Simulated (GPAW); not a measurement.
# BaTiO3 (Pm-3m): G0W0 with GPAW, start to end, part 2 of 2

Wanted: ground state, empty states, screening and self-energy for BaTiO3 (Pm-3m).

GPAW 26.7.0; PBE and many-body steps on it, plane waves. Known limits of the many-body steps: not at the basis limit; no spin-orbit coupling; coarse k mesh.

So far. Step 3 (Bands along the symmetry lines): The gap is 1.781 eV, as in the run before at this level. Step 4 (Empty states on the mesh, 4×4×4 mesh, 965 bands): On this mesh the gap is 1.781 eV.

## 5. Screening and self-energy, 4×4×4 mesh, 444 bands, screening to 210 eV

G0W0 replaces the xc potential by the self-energy, built once from these orbitals. Only a window of levels is corrected, while the sums run over the empty bands that the input names.

This step: G0W0 on PBE, plane waves, PAW.

run.py

```python
import json
import numpy as np
from gpaw.mpi import world
from gpaw.response.g0w0 import G0W0

gw = G0W0('full.gpw',
    filename='gw',
    kpts=[0, 9],
    bands=(18, 22),
    ecut=210,
    nbands=444,
    integrate_gamma='WS',
    ppa=True)
gw.calculate()
res = {mode: {k: v for k, v in r.items() if k != 'sigma_eskwn'}
       for mode, r in gw.all_results.items()}

if world.rank == 0:
    with open('result.json', 'w') as f:
        json.dump(res, f, default=lambda x: x.tolist())
```

Started as:

```console
mpirun -n 4 gpaw python run.py
```

Numbers of over 12 decimals in the logs are rounded to 6 here.

What it wrote:

```text
Using integrator: PointIntegrator
FrequencyGridDescriptor(from 0.000+0.000j to 0.000+27.211j eV, 2 points)
Nonperiodic BCs:  [False False False]
Using integrator: PointIntegrator
FrequencyGridDescriptor(from 0.000+0.000j to 0.000+27.211j eV, 2 points)
Nonperiodic BCs:  [False False False]
  ___  _ _ _
 |   || | | |
 | | || | | |
 |__ ||_____|
 |___|

BZ k-points: Symmetries present (total): 48

  [... matrices ...]
64 k-points: 4 x 4 x 4 Monkhorst-Pack grid + [1/8,1/8,1/8]
10 k-points in the irreducible part of the Brillouin zone
       k-points in crystal coordinates                weights
   0:     0.00000000    0.00000000    0.00000000          1/64
   1:     0.25000000    0.00000000    0.00000000          6/64
   2:     0.25000000    0.25000000    0.00000000         12/64
   3:     0.25000000    0.25000000    0.25000000          8/64
   4:     0.50000000    0.00000000    0.00000000          3/64
   5:     0.50000000    0.25000000    0.00000000         12/64
   6:     0.50000000    0.25000000    0.25000000         12/64
   7:     0.50000000    0.50000000    0.00000000          3/64
   8:     0.50000000    0.50000000    0.25000000          6/64
   9:     0.50000000    0.50000000    0.50000000          1/64

Distributing spins, k-points and bands (1 x 2 x 4) over 4 processes
Number of blocks: 1

Quasi particle states:
k-points (IBZ indices): [0, 9]
Band range: (18, 22)
  [... matrices ...]
Computational parameters:
Plane wave cut-off: 210 eV
Number of bands: 444
Coulomb cutoff: None
Broadening: 0.1 eV

fxc modes: GW
Kernel: RPA
Using Godby-Needs plasmon-pole approximation:
  Fitting energy: i*E0, E0 = 1.000 Hartree
Summing all q:

Calculating screened Coulomb potential
No Coulomb truncation
FrequencyGridDescriptor(from 0.000+0.000j to 0.000+27.211j eV, 2 points)
Removing empty qpoint cache files...

Calculating chi0 body with:
    Ground state adapter containing:
    Number of spins: 1
    Number of kpoints: 64
    Number of irreducible kpoints: 10
    Number of completely occupied states: 20
    Number of partially occupied states: 20
    Occupied states memory: 4.21875 M / cpu

    Linear response parametrization:
    q_c: [0.0, 0.0, 0.0]
    Number of frequency points: 2
    Planewave cutoff: 210.0
    Number of bands: 444
    Number of planewaves: 461
    Broadening (eta): 1e-06
    comm.size: 4
    kncomm.size: 4
    blockcomm.size: 1

    Memory estimate of potentially large arrays:
        chi0_wGG: 6.485626 M / cpu
Integrating chi0 body.

Symmetries of q_c:
    Direct symmetries (Uq -> q): 48
    Indirect symmetries (TUq -> q): 0
In total 48 allowed symmetries.

  [... matrices ...]
10 groups of equivalent kpoints. 84.375% reduction.

Integral kind: response function
Integrating chi0 head and wings.

Symmetries of q_c:
    Direct symmetries (Uq -> q): 48
    Indirect symmetries (TUq -> q): 0
In total 48 allowed symmetries.

  [... matrices ...]
10 groups of equivalent kpoints. 84.375% reduction.

Integral kind: response function wings

Calculating chi0 body with:
    Ground state adapter containing:
    Number of spins: 1
    Number of kpoints: 64
    Number of irreducible kpoints: 10
    Number of completely occupied states: 20
    Number of partially occupied states: 20
    Occupied states memory: 4.21875 M / cpu

    Linear response parametrization:
[... the further q-points ...]

Results:
f:      Occupation numbers
eps:     KS-eigenvalues [eV]
vxc:     KS vxc [eV]
exx:     Exact exchange [eV]
sigma:   Self-energies [eV]
dsigma:  Self-energy derivatives
Z:       Renormalization factors
qp:      QP-energies [eV]

k-point 0 (0): (0.000, 0.000, 0.000)                GW
band       f     eps     vxc     exx   sigma  dsigma       Z      qp
                                                                   GW
  18   1.000   7.503 -21.292 -25.975   4.154  -0.322   0.757   7.103
  19   1.000   7.503 -21.292 -25.974   4.154  -0.322   0.757   7.104
  20   0.000   9.422 -20.230 -12.626  -5.775  -0.307   0.765  10.821
  21   0.000   9.422 -20.230 -12.626  -5.775  -0.307   0.765  10.821

k-point 1 (9): (0.500, 0.500, 0.500)                GW
band       f     eps     vxc     exx   sigma  dsigma       Z      qp
                                                                   GW
  18   1.000   7.641 -20.823 -25.880   4.523  -0.335   0.749   7.241
  19   1.000   7.641 -20.823 -25.881   4.523  -0.335   0.749   7.240
  20   0.000  11.824 -23.759 -14.713  -6.802  -0.418   0.705  13.406
  21   0.000  11.824 -23.759 -14.713  -6.802  -0.418   0.705  13.407
```

Wall time 5.6 min (4 MPI ranks of AMD EPYC 9R45, shared host); peak memory 2.3 GiB; 22 min of CPU time.

This step gave:

```
G0W0 gap on the points computed              : 3.580 eV
least direct G0W0 gap on the computed points : 3.717 eV
Z at the valence top                         : 0.7491
Z at the conduction bottom                   : 0.7650
starting gap on the mesh                     : 1.781 eV
k of the valence top                         : 0.5, 0.5, 0.5
k of the conduction bottom                   : 0, 0, 0
```

The gap on the mesh goes from 1.78 eV to 3.58 eV, a correction of +1.80 eV.

Limits: finite bands, cutoff and mesh; no spin-orbit coupling; coarse k mesh. v1 is the top filled band, c1 the lowest empty one. Levels before and after the correction, in eV, zero at the valence-band top of each column:

|  | conduction bottom | valence top |
| --- | --- | --- |
| Kohn-Sham | 1.78 | 0.00 |
| G0W0 | 3.58 | 0.00 |

|  | level | energy (eV) |
| --- | --- | --- |
| Kohn-Sham | Γ v2-v1 | -0.137 |
| Kohn-Sham | Γ c1-c2 | 1.781 |
| Kohn-Sham | (0.5 0.5 0.5) v2-v1 | 0.000 |
| Kohn-Sham | (0.5 0.5 0.5) c1-c2 | 4.183 |
| G0W0 | Γ v2-v1 | -0.138 |
| G0W0 | Γ c1-c2 | 3.580 |
| G0W0 | (0.5 0.5 0.5) v2-v1 | 0.000 |
| G0W0 | (0.5 0.5 0.5) c1-c2 | 6.165 |

## 6. Where the time went

Times are wall times on 4 MPI ranks of AMD EPYC 9R45, shared host, good to a factor of about two.

| step | time | share | memory (GiB) |
| --- | --- | --- | --- |
| ground state | 6.9 s | 2 % | 0.77 |
| bands along the symmetry lines | 8.4 s | 2 % | 0.87 |
| empty states on the mesh | 21 s | 6 % | 2.4 |
| screening and self-energy | 5.6 min | 90 % | 2.3 |

## 7. Summary of results

| Property | Result |
| --- | --- |
| PBE gap | 1.78 eV, indirect |
| G0W0 gap on the mesh | 3.58 eV |
| GW settings | 4×4×4 mesh, 444 bands, screening to 210 eV, Godby-Needs plasmon pole |
| known limits | not at the basis limit; no spin-orbit coupling; coarse k mesh |

What this shows: G0W0 moves the gap on the mesh from 1.78 eV to 3.58 eV (+1.80 eV), with Z of 0.75 and 0.77 at the edges. Only 2 of the mesh's irreducible points were corrected, so a valley elsewhere could overtake. The dearest step here is «screening and self-energy». Against experiment, by G0W0@PBE: the gap of 3.58 eV lies +0.38 eV from the measured 3.2 eV (optical, 2024); the gap of 3.58 eV lies +0.30 eV from the measured 3.28 eV (optical, 2024). An exciton line or allowed optical edge lies below the quasiparticle gap by the binding energy; a forbidden edge can push the onset above it. The calculation has static nuclei and no excitons; a measured gap holds zero-point and thermal motion, which mostly lowers it. Bands and cutoff are finite, so the gap is not at the basis limit. The miss can reach some tenths of an eV and take either sign; the mesh is an error of its own. These stock PAW sets were not made for GW. In the G0W0 run levels were corrected at 2 k points alone, so a gap called «on the mesh» is the least over those, and an edge elsewhere would be missed. The 4×4×4 mesh is coarse for this cell, which bears on the long-range parts of exchange and screening. This is the ideal cubic cell; many perovskites, halides above all, are cubic only on average, and local tilts or off-centring can widen the gap. The many-body steps are scalar-relativistic: spin-orbit coupling is not in them.

[Paths, hosts, dates, memory and timing lines, banners, echoed tables and standing remarks are left out of the program output.]

[Logs are printed without paths, hosts, clocks, repeated set-up lines and the standing remarks that a program may print on its own settings, such as how far it seeks lower states.]

[Runs of the session that timed out or met a known fault of the program may be left out.]

[Hosts, paths, dates, database ids (printed as entryN), source tags and the programs' standing remarks are cut or masked in the printed files.]
